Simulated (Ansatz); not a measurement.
# Al(111) with 4 thermally displaced layers, 2x2: scattering by thermal displacements

Aim: the resistivity of Al at 500 K from frozen thermal displacements between perfect leads. The measured value for the pure metal at this temperature is 4.99 µΩ cm (CRC Handbook of Chemistry and Physics, 84th ed., 2003, Electrical Resistivity of Pure Metals).

Program: Ansatz 0.2.0. Level of theory: Ansatz plane-wave DFT, PBE, PAW files; ballistic transport by layer matching (Landauer), zero bias; PAW set soft_1. Results are calculated unless marked as measured.

Most raw output is cut from this account.

**1. Set-up**

The cell holds 40 atoms: 40 Al. Its edges and angles: a = 5.725 Å, b = 5.725 Å, c = 23.429 Å, α = 93.5°, β = 86.5°, γ = 120.0°. It derives from Al. Regions: lead, 24 atoms (24 Al); scattering region, 16 atoms (16 Al). The structure is stacked along c, and the current runs across the ab planes.

**2. With 4 displaced layers**

Each atom of 4 layers is moved at random, by amounts drawn from a normal law 0.1226 Å wide in each direction from the Debye model (428 K) at 500 K. The layers about the cell's end stay perfect and serve as the lead. Disorder leaves little or no symmetry, which makes such runs dear. Energies from -0.05 to 0.05 eV in steps of 0.05 eV are too few for the program's thermal sum, so it prints no conductance; for a metal the transmission near the Fermi level serves, at a fraction of the cost.

input.yaml

```yaml
crystal:
  lattice:
    - [5.7246940741, 0.0, 0.0]
    - [-2.862347037, 4.957730497, 0.0]
    - [1.4311735185, -0.8262884162, 23.3709656917]
  atoms:
    - { symbol: Al, position: [0.9916666667, 0.0083333333, 0.05] }
    - { symbol: Al, position: [0.9916666667, 0.5083333333, 0.05] }
    - { symbol: Al, position: [0.4916666667, 0.0083333333, 0.05] }
    - { symbol: Al, position: [0.4916666667, 0.5083333333, 0.05] }
    - { symbol: Al, position: [0.1416666667, 0.3583333333, 0.15] }
    - { symbol: Al, position: [0.1416666667, 0.8583333333, 0.15] }
    - { symbol: Al, position: [0.6416666667, 0.3583333333, 0.15] }
    - { symbol: Al, position: [0.6416666667, 0.8583333333, 0.15] }
[... 28 atom lines left out ...]
    - { symbol: Al, position: [0.8416666667, 0.1583333333, 0.95] }
    - { symbol: Al, position: [0.8416666667, 0.6583333333, 0.95] }
    - { symbol: Al, position: [0.3416666667, 0.1583333333, 0.95] }
    - { symbol: Al, position: [0.3416666667, 0.6583333333, 0.95] }
kpoints:
  mp_grid: { grid: [5, 5, 1] }
hamiltonian:
  xc: pbe
  pseudopotentials: { kind: paw, azcp: { folder: soft_1 } }
scf:
  occupations: { method: fermi_dirac, width: 0.1 }
output:
  transmission:
    leads: [[0, 4]]
    kmesh: [10, 10]
    e_range: [-0.05, 0.05]
    de: 0.05
  write_potential: true
  write_density: true
  volumetric_format: npy
  elf: true
```

The run is started by

```sh
> ansatz run input.yaml --threads 4 --pin off --max-ram 15360MiB --backend cpu --events-out ev --progress --plain --runs-dir out
```

It took 4.2 min on 4 threads of AMD EPYC 7R13 (Zen 3), shared host; peak memory 1.8 GiB.

Numbers from this step:

| Property | Result |
| --- | --- |
| free energy | -21499.0188 eV |
| energy at zero smearing | -21498.7000 eV |
| Fermi energy | 7.922 eV |
| cell area | 28.38 Å² |
| transmission per spin nearest the Fermi level | 5.034 |
| open channels per spin nearest the Fermi level | 5.41 |
| step of the lead's potential | 8.4 meV |

Per spin. The transmission, zone mean by energy, zero at the Fermi level:

```tsv
energy (eV)	transmission, zone mean
-0.0500	4.93
0.0000	5.03
0.0500	5.14
```

Per spin. Table of open channels, zone mean, lead by energy, zero at the Fermi level:

```tsv
energy (eV)	open channels, zone mean, lead
-0.0500	5.29
0.0000	5.41
0.0500	5.59
```

Transmission over k1 and k2. At 0.0000 eV from the Fermi level.

Ten even steps from '0' (2.92) to '9' (6.79):
```
4663654020
1649946222
1199999320
4699779964
2549797945
4469977996
1023999991
1222649946
4020456366
2422424224
```
Columns: k1 (b1) from -0.5 to 0.4; rows upwards: k2 (b2) from -0.5 to 0.4.

Open channels over k1 and k2. At 0.0000 eV from the Fermi level.

Values, 10 rows by 10 columns:
```
5.00 6.00 6.00 5.00 6.00 6.00 5.00 3.00 4.00 3.00
4.00 6.00 5.00 7.00 7.00 5.00 6.00 4.00 4.00 4.00
4.00 5.00 7.00 7.00 7.00 7.00 7.00 5.00 4.00 3.00
5.00 6.00 7.00 7.00 6.00 6.00 7.00 7.00 6.00 5.00
4.00 6.00 5.00 7.00 6.00 7.00 6.00 7.00 5.00 6.00
5.00 5.00 6.00 7.00 7.00 6.00 6.00 7.00 7.00 6.00
4.00 3.00 4.00 5.00 7.00 7.00 7.00 7.00 7.00 5.00
4.00 4.00 4.00 4.00 6.00 5.00 7.00 7.00 5.00 6.00
5.00 3.00 4.00 3.00 5.00 6.00 6.00 5.00 6.00 6.00
4.00 5.00 4.00 4.00 5.00 4.00 5.00 4.00 4.00 5.00
```
Columns: k1 (b1) from -0.5 to 0.4; rows upwards: k2 (b2) from -0.5 to 0.4.

Electrostatic potential energy in the ca plane at fractional y = 0.618, with atoms of Al within 0.2 Å of it. With pseudopotentials it is smooth inside the atoms' cores, unlike the true potential.

Values in eV, 8 rows by 16 columns, each cell a mean:
```
 7.5  6.6  2.4  1.7 -0.6  0.2  8.7  8.7  9.3  8.6  2.0  4.6 -1.2  8.1  8.0  9.0
 7.4 -0.6 -5.6  3.7  2.3  7.2  6.7  5.4  6.5  3.5  6.2 -3.2  3.1  7.1  7.3  9.0
 7.5  1.4 -6.4  4.2  1.8  6.1  4.8  2.1  0.4 -7.4  6.3  7.0  8.7  0.2 -0.8  6.0
 7.1  8.4  5.3  4.8 -2.8 -1.8  7.1  6.5  4.6 -2.5  1.9 -3.8  5.5  2.2  0.4  5.9
 7.4  6.7  2.6  5.5 -3.7 -2.0  7.9  8.5  9.0  7.5 -0.6  5.2  0.7  8.3  8.0  9.0
 7.4 -0.6 -5.7  4.4  4.3  6.4  7.1  7.4  5.9  4.5  3.5 -4.3  3.9  7.3  7.4  9.0
 7.5  1.4 -6.3  3.0  0.9  7.0  4.4  4.6  0.1 -3.7  7.4  4.3  7.8  0.3 -0.8  6.0
 7.1  8.3  5.0  0.7  0.6  0.3  6.4  6.4  5.0  2.3  3.9 -3.9  1.8  2.0  0.3  5.8
```
Columns run along c (16.0 Å, from fractional 0.16 to 0.84 of the cell; values clipped at the 3rd and 97th percentile), rows up along a (5.7 Å). Atoms in or near the plane, at fractional coordinates: Al at (0.34, 0.98), Al at (0.65, 0.94), Al at (0.64, 0.40).

Valence density in the ca plane at fractional y = 0.618, with atoms of Al within 0.2 Å of it. It is the smooth field of the valence electrons, not physical close to the nuclei.

Values in e/Å³, 8 rows by 16 columns, each cell a mean:
```
0.18 0.16 0.21 0.22 0.12 0.17 0.17 0.17 0.13 0.16 0.18 0.09 0.17 0.19 0.16 0.14
0.19 0.19 0.15 0.22 0.21 0.15 0.16 0.18 0.17 0.18 0.17 0.17 0.17 0.18 0.17 0.14
0.19 0.19 0.17 0.21 0.21 0.17 0.19 0.22 0.22 0.18 0.18 0.17 0.14 0.18 0.20 0.19
0.17 0.15 0.20 0.20 0.14 0.19 0.21 0.20 0.19 0.22 0.24 0.17 0.16 0.19 0.20 0.19
0.18 0.16 0.20 0.19 0.15 0.19 0.19 0.15 0.14 0.20 0.22 0.08 0.17 0.17 0.16 0.14
0.19 0.19 0.15 0.19 0.20 0.17 0.18 0.18 0.17 0.19 0.19 0.17 0.17 0.17 0.17 0.14
0.19 0.18 0.17 0.23 0.21 0.17 0.19 0.22 0.20 0.19 0.18 0.23 0.17 0.19 0.20 0.19
0.17 0.15 0.21 0.23 0.12 0.18 0.20 0.20 0.18 0.19 0.20 0.17 0.19 0.20 0.20 0.19
```
Columns run along c (16.0 Å, from fractional 0.16 to 0.84 of the cell), rows up along a (5.7 Å). Atoms in or near the plane, at fractional coordinates: Al at (0.34, 0.98), Al at (0.65, 0.94), Al at (0.64, 0.40).

ELF in the ca plane at fractional y = 0.618, with atoms of Al within 0.2 Å of it. It is the smooth field of the valence electrons, not physical close to the nuclei.

Ten even steps from '0' (0.04) to '9' (0.74), each cell a mean:
```
76444678885010476777543346778714327878765446
77666668888523565677543346667720027777753234
77776324888888654567654567766764357677764334
87786101688898644567777776666677765568876446
77776313788898755677899963466667654567777667
76556667888865677889999863578877755566678788
76434688788400388898877766899965666677777778
75434677777300278887654467899720157678876556
76545788777521378776433356789504047667764335
77666546767765666676533456777510157667764224
87786202676777545677655567766665676567875335
87776202677776544578877766766689975567876557
77666446888766655678888765776689975566677778
76445678897312666788876667877777777677677778
75434578885020477788654567888730147778876667
```
Columns run along c (16.0 Å, from fractional 0.16 to 0.84 of the cell), rows up along a (5.7 Å). Atoms in or near the plane, at fractional coordinates: Al at (0.34, 0.98), Al at (0.65, 0.94), Al at (0.64, 0.40).

Over the solved energies the transmission per spin lies between 4.93 and 5.14, out of 5.43 channels of the lead on average (up to 5.59).

**3. With 8 displaced layers**

Each atom of 8 layers is moved at random, by amounts drawn from a normal law 0.1226 Å wide in each direction from the Debye model (428 K) at 500 K. A fresh draw is used; the growth of the resistance with length is what counts.

System of this step: Al(111) with 8 thermally displaced layers, 2x2. The cell holds 56 atoms: 56 Al. Its edges and angles: a = 5.725 Å, b = 5.725 Å, c = 32.761 Å, α = 87.5°, β = 92.5°, γ = 120.0°. It derives from Al. Regions: lead, 24 atoms (24 Al); scattering region, 32 atoms (32 Al). The structure is stacked along c, and the current runs across the ab planes.

input.yaml

```yaml
crystal:
  lattice:
    - [5.7246940741, 0.0, 0.0]
    - [-2.862347037, 4.957730497, 0.0]
    - [-1.4311735185, 0.8262884162, 32.7193519684]
  atoms:
    - { symbol: Al, position: [0.005952381, 0.994047619, 0.0357142857] }
    - { symbol: Al, position: [0.005952381, 0.494047619, 0.0357142857] }
    - { symbol: Al, position: [0.505952381, 0.994047619, 0.0357142857] }
    - { symbol: Al, position: [0.505952381, 0.494047619, 0.0357142857] }
    - { symbol: Al, position: [0.1845238095, 0.3154761905, 0.1071428571] }
    - { symbol: Al, position: [0.1845238095, 0.8154761905, 0.1071428571] }
    - { symbol: Al, position: [0.6845238095, 0.3154761905, 0.1071428571] }
    - { symbol: Al, position: [0.6845238095, 0.8154761905, 0.1071428571] }
[... 44 atom lines left out ...]
    - { symbol: Al, position: [0.3273809524, 0.1726190476, 0.9642857143] }
    - { symbol: Al, position: [0.3273809524, 0.6726190476, 0.9642857143] }
    - { symbol: Al, position: [0.8273809524, 0.1726190476, 0.9642857143] }
    - { symbol: Al, position: [0.8273809524, 0.6726190476, 0.9642857143] }
kpoints:
  mp_grid: { grid: [5, 5, 1] }
hamiltonian:
  xc: pbe
  pseudopotentials: { kind: paw, azcp: { folder: soft_1 } }
scf:
  occupations: { method: fermi_dirac, width: 0.1 }
output:
  transmission:
    leads: [[0, 4]]
    kmesh: [10, 10]
    e_range: [-0.05, 0.05]
    de: 0.05
  write_potential: true
  write_density: true
  volumetric_format: npy
```

The job ended after 6 min (4 threads; peak memory 3.2 GiB).

This step gave:

```yaml
free_energy: -30097.2933 eV
energy_at_zero_smearing: -30096.8465 eV
transmission_per_spin_nearest_the_fermi_level: 4.529
open_channels_per_spin_nearest_the_fermi_level: 5.53
step_of_the_lead_s_potential: 5.2 meV
```

Per spin. Table of transmission, zone mean by energy, zero at the Fermi level:

```tsv
energy (eV)	transmission, zone mean
-0.0500	4.32
0.0000	4.53
0.0500	4.56
```

Over the solved energies the transmission per spin lies between 4.32 and 4.56, out of 5.45 channels of the lead on average (up to 5.59).

**4. With 12 displaced layers**

Each atom of 12 layers is moved at random, by amounts drawn from a normal law 0.1226 Å wide in each direction from the Debye model (428 K) at 500 K. A fresh draw is used; the growth of the resistance with length is what counts.

System of this step: Al(111) with 12 thermally displaced layers, 2x2. The cell holds 72 atoms: 72 Al. Cell: a = 5.725 Å, b = 5.725 Å, c = 42.068 Å, α = 90.0°, β = 90.0°, γ = 120.0°. It derives from Al. Regions: lead, 24 atoms (24 Al); scattering region, 48 atoms (48 Al). The structure is stacked along c, and the current runs across the ab planes.

input.yaml

```yaml
crystal:
  lattice:
    - [5.7246940741, 0.0, 0.0]
    - [-2.862347037, 4.957730497, 0.0]
    - [0.0, 0.0, 42.0677382451]
  atoms:
    - { symbol: Al, position: [0.0, 0.0, 0.0277777778] }
    - { symbol: Al, position: [0.0, 0.5, 0.0277777778] }
    - { symbol: Al, position: [0.5, 0.0, 0.0277777778] }
    - { symbol: Al, position: [0.5, 0.5, 0.0277777778] }
    - { symbol: Al, position: [0.1666666667, 0.3333333333, 0.0833333333] }
    - { symbol: Al, position: [0.1666666667, 0.8333333333, 0.0833333333] }
    - { symbol: Al, position: [0.6666666667, 0.3333333333, 0.0833333333] }
    - { symbol: Al, position: [0.6666666667, 0.8333333333, 0.0833333333] }
[... 60 atom lines left out ...]
    - { symbol: Al, position: [0.3333333333, 0.1666666667, 0.9722222222] }
    - { symbol: Al, position: [0.3333333333, 0.6666666667, 0.9722222222] }
    - { symbol: Al, position: [0.8333333333, 0.1666666667, 0.9722222222] }
    - { symbol: Al, position: [0.8333333333, 0.6666666667, 0.9722222222] }
kpoints:
  mp_grid: { grid: [5, 5, 1] }
hamiltonian:
  xc: pbe
  pseudopotentials: { kind: paw, azcp: { folder: soft_1 } }
scf:
  occupations: { method: fermi_dirac, width: 0.1 }
output:
  transmission:
    leads: [[0, 4]]
    kmesh: [10, 10]
    e_range: [-0.05, 0.05]
    de: 0.05
  write_potential: true
  write_density: true
  volumetric_format: npy
```

The job ended after 8.2 min (4 threads; peak memory 5 GiB).

This step gave:

```
free energy                                    : -38695.0487 eV
energy at zero smearing                        : -38694.4620 eV
transmission per spin nearest the Fermi level  : 4.187
open channels per spin nearest the Fermi level : 5.59
step of the lead's potential                   : 11 meV
```

Per spin. Transmission, zone mean against energy, zero at the Fermi level:

```tsv
energy (eV)	transmission, zone mean
-0.0500	4.02
0.0000	4.19
0.0500	4.15
```

Over the solved energies the transmission per spin lies between 4.02 and 4.19, out of 5.49 channels of the lead on average (up to 5.59).

**5. The fit**

This step: Ansatz plane-wave DFT, PBE, PAW files; ballistic transport by layer matching (Landauer), zero bias; resistivity from the slope of the area resistance; PAW set soft_1 (Ansatz 0.2.0).

Numbers from this step:

* resistivity: 9.022 µΩ cm
* intercept: -0.02791 fΩ m²
* scatter about the fit: 0.004648 fΩ m²

Resistance, by row:

```tsv
run	length (Å)	T	channels N	RA (fΩ m²)
n4	9.348	5.033	5.43	0.05315
n8	18.7	4.47	5.45	0.1474
n12	28.05	4.12	5.49	0.2218
```

Area resistance against length of the displaced region:

```tsv
length of the displaced region (Å)	area resistance (fΩ m²)
9.35	0.0531
18.70	0.147
28.05	0.222
```

The area resistance goes from 0.053 to 0.22 fΩ m² between 9.3 and 28.0 Å, a slope of 9.0 µΩ cm.

By hand from the end points: (0.2218 − 0.05315) fΩ m² / (28.05 − 9.35) Å = 9.0 µΩ cm, since 1 fΩ m² per Å is 1000 µΩ cm.

**6. What came out**

```yaml
resistivity_from_the_slope: 9.02 µΩ cm
area_resistance_over_9p35_a: 0.0531 fΩ m²
area_resistance_over_18p7_a: 0.147 fΩ m²
area_resistance_over_28p0_a: 0.222 fΩ m²
```

What this shows: The slope gives 9.0 µΩ cm. The points scatter by 0.0046 fΩ m² about the line, with one random draw a length in a 2x2 cell, so the slope is a rough value. The mean square of the displacements drawn is 0.78, 0.91 and 1.0 of the nominal one at the three lengths; with each resistance scaled back by that, the slope is 7.9 µΩ cm, the value used below. The lead's own channel count moves between the runs (5.43, 5.45 and 5.49), which shifts RA and the slope too. Read with a model of isotropic scattering on a spherical Fermi surface and the lead's 1.5×10¹⁵ S/m², this slope means a mean free path near 70 Å; over these lengths the model's slope is 1.10 times its bulk resistivity, which would be 7.2 µΩ cm. Uncorrelated displacements put too much weight on short waves, which scatter strongly; with the sideways repeat of a small cell, one draw and three short lengths, the method is good to a factor of two or three. The measured value is 4.99 µΩ cm (CRC Handbook of Chemistry and Physics, 84th ed., 2003, Electrical Resistivity of Pure Metals); the scaled slope is 1.6 times that and the corrected value 1.4: clearly high.

[Logs are printed without paths, hosts, clocks, repeated set-up lines and the standing remarks that a program may print on its own settings, such as how far it seeks lower states.]

[Hosts, paths, dates, database ids (printed as entryN), source tags and the programs' standing remarks are cut or masked in the printed files.]
